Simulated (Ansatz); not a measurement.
# WS2 (Tungstenite): a many-body input that goes wrong, and its mend

What is wrong with this input for WS2 (Tungstenite)?

Method: G0W0 on PBE, plane waves, PAW, in Ansatz 0.2.0.

The database entry behind the starting cell differs from later determinations by our own check (an axis about 1.4 % long against later determinations), so it need not match the best structure at ambient conditions.

### Step 1. The starting structure

Symmetry: P6_3/mmc, No. 194, hexagonal system. Conventional cell: a = 3.180 Å, b = 3.180 Å, c = 12.500 Å, α = 90.00°, β = 90.00°, γ = 120.00°. Nearest to W lie 6 S at 2.41 Å. Nearest to S lie 3 W at 2.41 Å. Farther neighbours and most contacts between anions are not listed.

Structure file:

```cif
data_structure
_symmetry_space_group_name_H-M 'P6_3/mmc'
_symmetry_Int_Tables_number 194
_cell_length_a 3.1800
_cell_length_b 3.1800
_cell_length_c 12.5000
_cell_angle_alpha 90.000
_cell_angle_beta 90.000
_cell_angle_gamma 120.000
_cell_volume 109.47
loop_
_atom_site_label
_atom_site_type_symbol
_atom_site_symmetry_multiplicity
_atom_site_Wyckoff_symbol
_atom_site_fract_x
_atom_site_fract_y
_atom_site_fract_z
_atom_site_occupancy
W1 W 2 c 0.33333 0.66667 0.25000 1
S1 S 4 f 0.33333 0.66667 0.62500 1
```

The cell and positions come from the Crystallography Open Database and are kept as given unless a step says otherwise. Spin-orbit coupling is left out unless a step names it. The default PAW set here is soft_2. Its files were made with PBE.

### Step 2. First try

input.yaml reads:

```yaml
crystal:
  lattice:
    - [3.18, 0.0, 0.0]
    - [-1.59, 2.753960784, 0.0]
    - [0.0, 0.0, 12.5]
  atoms:
    - { symbol: W, position: [0.3333333333, 0.6666666667, 0.25] }
    - { symbol: W, position: [0.6666666667, 0.3333333333, 0.75] }
    - { symbol: S, position: [0.3333333333, 0.6666666667, 0.625] }
    - { symbol: S, position: [0.6666666667, 0.3333333333, 0.125] }
    - { symbol: S, position: [0.3333333333, 0.6666666667, 0.875] }
    - { symbol: S, position: [0.6666666667, 0.3333333333, 0.375] }
kpoints:
  mp_grid: { grid: [6, 6, 2] }
hamiltonian:
  xc: pbe
scf:
  occupations: { method: fixed }
gw:
  n_empty_bands: 4
  ecut_chi: 40
  qp_bands: [v2, c2]
  qp_kpoints: band_edges
  screening: { model: contour_deformation }
```

Run with:

```
$ ansatz run input.yaml --threads 3 --pin off --max-ram 64512MiB --backend cuda --events-out ev --progress --plain --runs-dir out --devices 1 --max-vram 24GiB  # rebuilt from the run's record
```

Numbers of over 12 decimals in the logs are rounded to 6 here.

What it wrote:

```text
GPUs: using 1 of 1 available (devices: 1).
Engine: ansatz 0.2.0, x86_64-unknown-linux-gnu
Pseudopotentials: kind: paw
Pseudopotential: W, paw, valence charge 14, recommended cutoff 420 eV (normal), W.paw.azcp
Pseudopotential: S, paw, valence charge 6, recommended cutoff 420 eV (normal), S.paw.azcp
Functional definition: PBE
  parameter kappa = 0.804
  parameter beta = 0.066725
  exchange = pbe_x(kappa = kappa, mu = beta*pi^2/3)
  correlation = pbe_c(beta = beta)
device memory: the entry about to start is reckoned to put 1.1 GiB on a device that reports 73.9 GiB free (of which the cap on the GPU budget leaves the run 24.0 GiB)
GPU FFT provider: cuFFT
GPU libraries: cuBLAS 13.8.2, cuFFT 12.4.0, cuSOLVER 12.3.4
Crystal: 6 atoms, lattice volume = 109.470 Å³
Basis set: ecut = 420 eV, 2129 PW (Γ)
Bands: 32, of which v1, the nominal top of the filled ones, is band 26 counted from 1 (25 counted from 0)
Symmetry: 24 space group operations
Space group: P63/mmc (ITA 194), of the structure as read, at distance tolerance 4.8e-5 Å
k-points: 14 of 72
Non-local potential: W, projectors of the file, l = 0: 3, l = 1: 2, l = 2: 2, l = 3: 1
Non-local potential: S, projectors of the file, l = 0: 2, l = 1: 2, l = 2: 2
PAW form: soft (Blöchl's): semilocal exchange-correlation on the pseudo side does not see the compensation charge
PAW one-centre angular grid: W, 590 points (default); XC on 64 Gauss nodes
PAW one-centre angular grid: S, 110 points (default); XC on 64 Gauss nodes
Initial density: superposition of atomic densities (neutral atoms: chi_scale 0, normalization atom), corrected by the library's trained network
Initial wavefunctions: pseudopotential atomic-orbital guess
GPU buffer pool allocated for 51840 grid points (all kernels)
GPU transforms: local potential and band sums: pruned to the plane-wave sphere, on 24×24×90
Functional: x = pbe(κ = 0.804, μ = 0.219515), c = pbe(β = 0.066725)
SCF iter   1: F=—  HF=-24382.787099 eV  |F-HF|=—  |Δ(HF+E_count)|=         —  Δρ=5.12e-3  dr2=1.66e-2  ethr=1.77e-3  ⟨swp⟩=5.0  Hψ=1822  notcnv=0  defer=33
preconditioner: auto → Resta (q_TF=auto, 2.410 Å⁻¹)  ε∞=7.5  [insulator: Δε(μ)=1.041 eV  Ē_g=8.375 eV  n_scr=26 (ndim 8)  ℏωp=21.3 eV  f_vac=0.025  ε∞_Penn≈7.5]
SCF iter   2: F=—  HF=-24382.791492 eV  |F-HF|=—  |Δ(HF+E_count)|=   4.39e-3  Δρ=2.73e-3  dr2=2.14e-3  ethr=3.19e-5  ⟨swp⟩=2.1  Hψ=754  notcnv=0  defer=54
SCF iter   3: F=—  HF=-24382.795206 eV  |F-HF|=—  |Δ(HF+E_count)|=   3.71e-3  Δρ=1.19e-3  dr2=4.51e-4  ethr=4.11e-6  ⟨swp⟩=2.1  Hψ=674  notcnv=0  defer=54
SCF iter   4: F=—  HF=-24382.796136 eV  |F-HF|=—  |Δ(HF+E_count)|=   9.30e-4  Δρ=6.56e-5  dr2=5.11e-6  ethr=8.68e-7  ⟨swp⟩=2.0  Hψ=711  notcnv=0  defer=54
SCF iter   5: F=—  HF=-24382.796141 eV  |F-HF|=—  |Δ(HF+E_count)|=   4.87e-6  Δρ=1.33e-5  dr2=1.99e-7  ethr=9.83e-9  ⟨swp⟩=2.0  Hψ=748  notcnv=0  defer=8
SCF iter   6: F=-24382.796141 eV  HF=-24382.796141 eV  |F-HF|=1.17e-8  |Δ(HF+E_count)|=   6.12e-8  Δρ=4.36e-6  dr2=2.76e-8  ethr=1.92e-10  ⟨swp⟩=5.3  Hψ=1391  notcnv=0
SCF 1 converged in 6 iterations: F = -24382.796141 eV  dr2 = 2.76e-8
[...]
device memory: the entry about to start is reckoned to put 1.2 GiB (of the 1.3 GiB reckoned in all, the device holds 0.1 GiB already) on a device that reports 73.8 GiB free (of which the cap on the GPU budget leaves the run 23.9 GiB)
NSCF: frozen V_eff on 14 k-points, pencils in batches of 32, up to order 128
[...]
device memory: the entry about to start is reckoned to put 1.6 GiB on a device that reports 71.9 GiB free (of which the cap on the GPU budget leaves the run 24.0 GiB)
NSCF: frozen V_eff on 14 k-points
G₀W₀ screening: q 1/14
[... further progress lines ...]
SCF converged after 6 iterations
Free energy (F): -24382.796141 eV
Harris-Foulkes:  -24382.796141 eV  (|F-HF|=1.17e-8)
Internal energy: -24382.796141 eV  (E = F + TS)
E sigma→0 (E₀):  -24382.796141 eV
[...]
k-point 0: bands = [... 22 lower, 8.9990, 9.6943, 10.1732, 11.2650, 13.5108, 13.5108, 13.5186, 13.5186, ... 2 higher]
  k-point 1: bands = [... 22 lower, 8.9778, 8.9778, 10.9613, 10.9613, 13.5077, 13.5077, 13.5077, 13.5077, ... 2 higher]
  k-point 2: bands = [... 22 lower, 8.9492, 9.7774, 10.0915, 10.4572, 12.8394, 13.2618, 13.3693, 13.4536, ... 2 higher]
  k-point 13: bands = [... 22 lower, 8.2312, 8.2312, 10.6075, 10.6075, 12.4366, 12.4366, 13.9183, 13.9183, ... 2 higher]
--- G₀W₀: contour deformation, 6 samples at zero and on the imaginary axis and 1 off it, 72 q-points, 4 empty bands' worth ---
  eigenvalues of the whole cell's RPA ε∞ on this k-mesh (on a slab, of 1 + 4πα/V) = 3.4107, 10.4001, 10.4001; static W/v taken at q = 0 is 0.092429
  gw.qp_kpoints: band_edges: 14 of 14 stored k-points solved, in 2 passes; an edge of the gap read off the rows below is read off those points alone
  `?` marks the rows in doubt; gw_qp.tsv's column doubts and the gw_qp event give each row's grounds
    ik  band        ε_KS         Σx   Σc(E_QP)       V_xc       Z   E_QP_lin       E_QP  E_QP is
     0    25     10.1732   -18.1777     2.1248   -16.9538  0.7199    11.0544    11.0741  root
     0    26     11.2650   -19.4389     1.8623   -18.7641  0.7440    12.4312    12.4526  root
     0    27     13.5108   -13.7160    -1.5073   -18.3592  0.8239    16.7439    16.6467  root ?
     0    28     13.5108   -13.7160    -1.5073   -18.3592  0.8239    16.7439    16.6467  root ?
     1    25     10.9613   -19.1266     2.0149   -18.1682  0.7419    11.9979    12.0178  root
     1    26     10.9613   -19.1266     2.0149   -18.1682  0.7419    11.9979    12.0178  root
     1    27     13.5077   -13.6700    -1.6310   -18.2965  0.8201    16.6696    16.5031  root ?
     1    28     13.5077   -13.6700    -1.6310   -18.2965  0.8201    16.6696    16.5031  root ?
     2    25     10.0915   -18.8161     2.2238   -17.5025  0.7187    10.9817    11.0017  root
     2    26     10.4572   -19.1470     2.1123   -18.0356  0.7320    11.4375    11.4581  root
     2    27     12.8394   -13.1925    -2.2700   -17.3746  0.7630    14.8561    14.7516  root ?
     2    28     13.2618   -14.0692    -2.3266   -18.3794  0.7541    15.3914    15.2454  root ?
     3    25     10.3907   -19.1675     2.1911   -17.9335  0.7311    11.3281    11.3478  root
     3    26     10.3907   -19.1675     2.1911   -17.9335  0.7311    11.3281    11.3478  root
     3    27     13.1039   -13.5763    -2.1863   -17.9252  0.7728    15.4113    15.2665  root ?
     3    28     13.1039   -13.5763    -2.1863   -17.9252  0.7728    15.4113    15.2665  root ?
     4    25      9.2956   -18.3417     2.5211   -16.6365  0.7065    10.0906    10.1115  root
     4    26      9.5404   -18.7836     2.4870   -17.1482  0.7117    10.3703    10.3920  root
     4    27     12.9502   -13.6507    -2.5753   -18.0840  0.7463    14.9247    14.8083  root ?
     4    28     13.1319   -15.2656    -2.7300   -19.9197  0.7336    15.1965    15.0560  root ?
     5    25      9.4610   -18.6744     2.5316   -16.9614  0.7115    10.2590    10.2796  root
     5    26      9.4610   -18.6744     2.5316   -16.9614  0.7115    10.2590    10.2796  root
     5    27     13.1942   -15.3247    -2.7556   -20.0081  0.7326    15.2698    15.1220  root ?
     5    28     13.1942   -15.3247    -2.7556   -20.0081  0.7326    15.2698    15.1220  root ?
     6    25      9.6000   -17.7450     2.5721   -15.8342  0.7332    10.2487    10.2613  root
     6    26      9.7603   -18.2841     2.4965   -16.5442  0.7304    10.5013    10.5169  root
     6    27     13.4667   -16.6334    -3.1937   -21.7483  0.7127    15.5637    15.3880  root ?
     6    28     13.5047   -16.6441    -3.1780   -21.7826  0.7132    15.6528    15.4651  root ?
[...]
11    26     10.0090   -18.9303     2.2340   -17.5996  0.7269    10.8933    10.9124  root
[...]
11    28     13.1543   -14.9147    -2.5605   -19.3378  0.7376    15.1497    15.0170  root ?
    12    25     10.5317   -18.7023     1.8312   -17.9114  0.7325    11.5523    11.5721  root
    12    26     10.6990   -19.1380     1.7742   -18.4434  0.7345    11.7590    11.7787  root
    12    27     12.4363   -15.7041    -2.3248   -19.8261  0.7336    14.3315    14.2335  root ?
    12    28     12.4363   -15.7041    -2.3248   -19.8261  0.7336    14.3315    14.2335  root ?
    13    25     10.6075   -18.8759     1.8007   -18.1348  0.7336    11.6474    11.6672  root
    13    26     10.6075   -18.8759     1.8007   -18.1348  0.7336    11.6474    11.6672  root
    13    27     12.4366   -15.7105    -2.3273   -19.8326  0.7335    14.3300    14.2313  root ?
    13    28     12.4366   -15.7105    -2.3273   -19.8326  0.7335    14.3300    14.2313  root ?
[key lines of the parts left out:]
Fermi energy:    11.265030 eV
```

Elapsed: 12 s, on 1 × NVIDIA H100 80GB HBM3 (shared by 3 runs) with 3 threads of AMD EPYC 7R13 (Zen 3), shared host; peak memory 1 GiB; 17 s of CPU time.

In the SCF lines HF is the Harris–Foulkes energy and dr2 the Hartree energy of the density residual, in eV; the loop may stop once dr2 is under the threshold and the program's other checks hold. Hψ counts applications of the Hamiltonian.

**Diagnosis.**

The run ended normally, though the input holds a fault or crude settings.

The fault: four empty bands in G0W0. The sums over empty states are cut off almost at the gap, so screening and correlation are far from complete.

It printed a gap of 1.67 eV, which is an artefact of the settings.

### Step 3. A better input

G0W0 replaces the xc potential by the self-energy, built once from these orbitals. Only a window of levels is corrected, while the sums run over the empty bands that the input names.

input.yaml: that of step 2 with these lines changed.

```diff
@@ -19,4 +19,4 @@
 gw:
-  n_empty_bands: 4
-  ecut_chi: 40
+  n_empty_bands: 402
+  ecut_chi: 138
   qp_bands: [v2, c2]
```

What it wrote:

```text
GPUs: using 1 of 1 available (devices: 1).
[...]
GPU FFT provider: cuFFT
GPU libraries: cuBLAS 13.8.2, cuFFT 12.4.0, cuSOLVER 12.3.4
Crystal: 6 atoms, lattice volume = 109.470 Å³
Basis set: ecut = 420 eV, 2129 PW (Γ)
Bands: 32, of which v1, the nominal top of the filled ones, is band 26 counted from 1 (25 counted from 0)
[... 1 set-up line as in the run before ...]
[...]
k-points: 14 of 72
[...]
GPU buffer pool allocated for 51840 grid points (all kernels)
[...]
SCF iter   1: F=—  HF=-24382.787099 eV  |F-HF|=—  |Δ(HF+E_count)|=         —  Δρ=5.12e-3  dr2=1.66e-2  ethr=1.77e-3  ⟨swp⟩=5.0  Hψ=1822  notcnv=0  defer=33
[...]
SCF iter   6: F=-24382.796141 eV  HF=-24382.796141 eV  |F-HF|=1.17e-8  |Δ(HF+E_count)|=   6.12e-8  Δρ=4.36e-6  dr2=2.76e-8  ethr=1.92e-10  ⟨swp⟩=5.3  Hψ=1391  notcnv=0
SCF 1 converged in 6 iterations: F = -24382.796141 eV  dr2 = 2.76e-8
[...]
0    25     10.1732   -18.1777     0.9223   -16.9538  0.7489     9.8701     9.8716  root
     0    26     11.2650   -19.4389     0.4470   -18.7641  0.7529    11.0367    11.0372  root
     0    27     13.5108   -13.7160    -4.3234   -18.3592  0.7550    13.8324    13.8306  root
     0    28     13.5108   -13.7160    -4.3234   -18.3592  0.7550    13.8324    13.8306  root
     1    25     10.9613   -19.1266     0.6913   -18.1682  0.7533    10.6934    10.6942  root
     1    26     10.9613   -19.1266     0.6913   -18.1682  0.7533    10.6934    10.6942  root
     1    27     13.5077   -13.6700    -4.3118   -18.2965  0.7547    13.8240    13.8223  root
     1    28     13.5077   -13.6700    -4.3118   -18.2965  0.7547    13.8240    13.8223  root
[...]
13    25     10.6075   -18.8759     0.4915   -18.1348  0.7562    10.3573    10.3580  root
    13    26     10.6075   -18.8759     0.4915   -18.1348  0.7562    10.3573    10.3580  root
    13    27     12.4366   -15.7105    -3.8789   -19.8326  0.7542    12.6807    12.6798  root
    13    28     12.4366   -15.7105    -3.8789   -19.8326  0.7542    12.6807    12.6798  root
[key lines of the parts left out:]
SCF converged after 6 iterations
Free energy (F): -24382.796141 eV
Fermi energy:    11.265030 eV
```

Elapsed: 15 s, on 1 × NVIDIA H100 80GB HBM3 (shared by 3 runs) with 3 threads; peak memory 1.7 GiB; 25 s of CPU time.

Numbers from this step:

```
bands summed                                 : 428
RPA ε∞ on this mesh (eigenvalues)            : 5.409, 14.00, 14.00
plane waves in the screening matrix          : 365
q-points in the mesh                         : 72
G0W0 gap on the mesh                         : 1.437 eV
k of the valence top                         : 0, 0, 0
k of the conduction bottom                   : 0.1667, 0.1667, 0
starting gap on the mesh                     : 1.047 eV
Z at the valence top                         : 0.7529
Z at the conduction bottom                   : 0.7641
least direct G0W0 gap on the computed points : 2.218 eV
```

The gap on the mesh goes from 1.05 eV to 1.44 eV, a correction of +0.39 eV. Between the two edge states, bare exchange in place of the xc potential would open the gap by 4.64 eV, and correlation takes back 4.25 eV.

### Step 4. Results

```json
{"first try": "converged after 12 s", "better run": "G0W0 gap on the mesh 1.44 eV (6×6×2 mesh, 402 empty bands, screening to 138 eV)"}
```

**Reading.** The second run differs in: empty bands and screening cutoff (eV). Bands and cutoff are finite, so the gap is not at the basis limit. The miss can reach some tenths of an eV and take either sign; the mesh is an error of its own. The many-body steps are scalar-relativistic: spin-orbit coupling is not in them.

[Paths, hosts, dates, memory and timing lines, banners, echoed tables and standing remarks are left out of the program output.]

[Logs are printed without paths, hosts, clocks, repeated set-up lines and the standing remarks that a program may print on its own settings, such as how far it seeks lower states.]

[Runs of the session that timed out or met a known fault of the program may be left out.]

[Cells called generated may have been cut or substituted from an entry of the Crystallography Open Database or the Materials Project.]

[Hosts, paths, dates, database ids (printed as entryN), source tags and the programs' standing remarks are cut or masked in the printed files.]
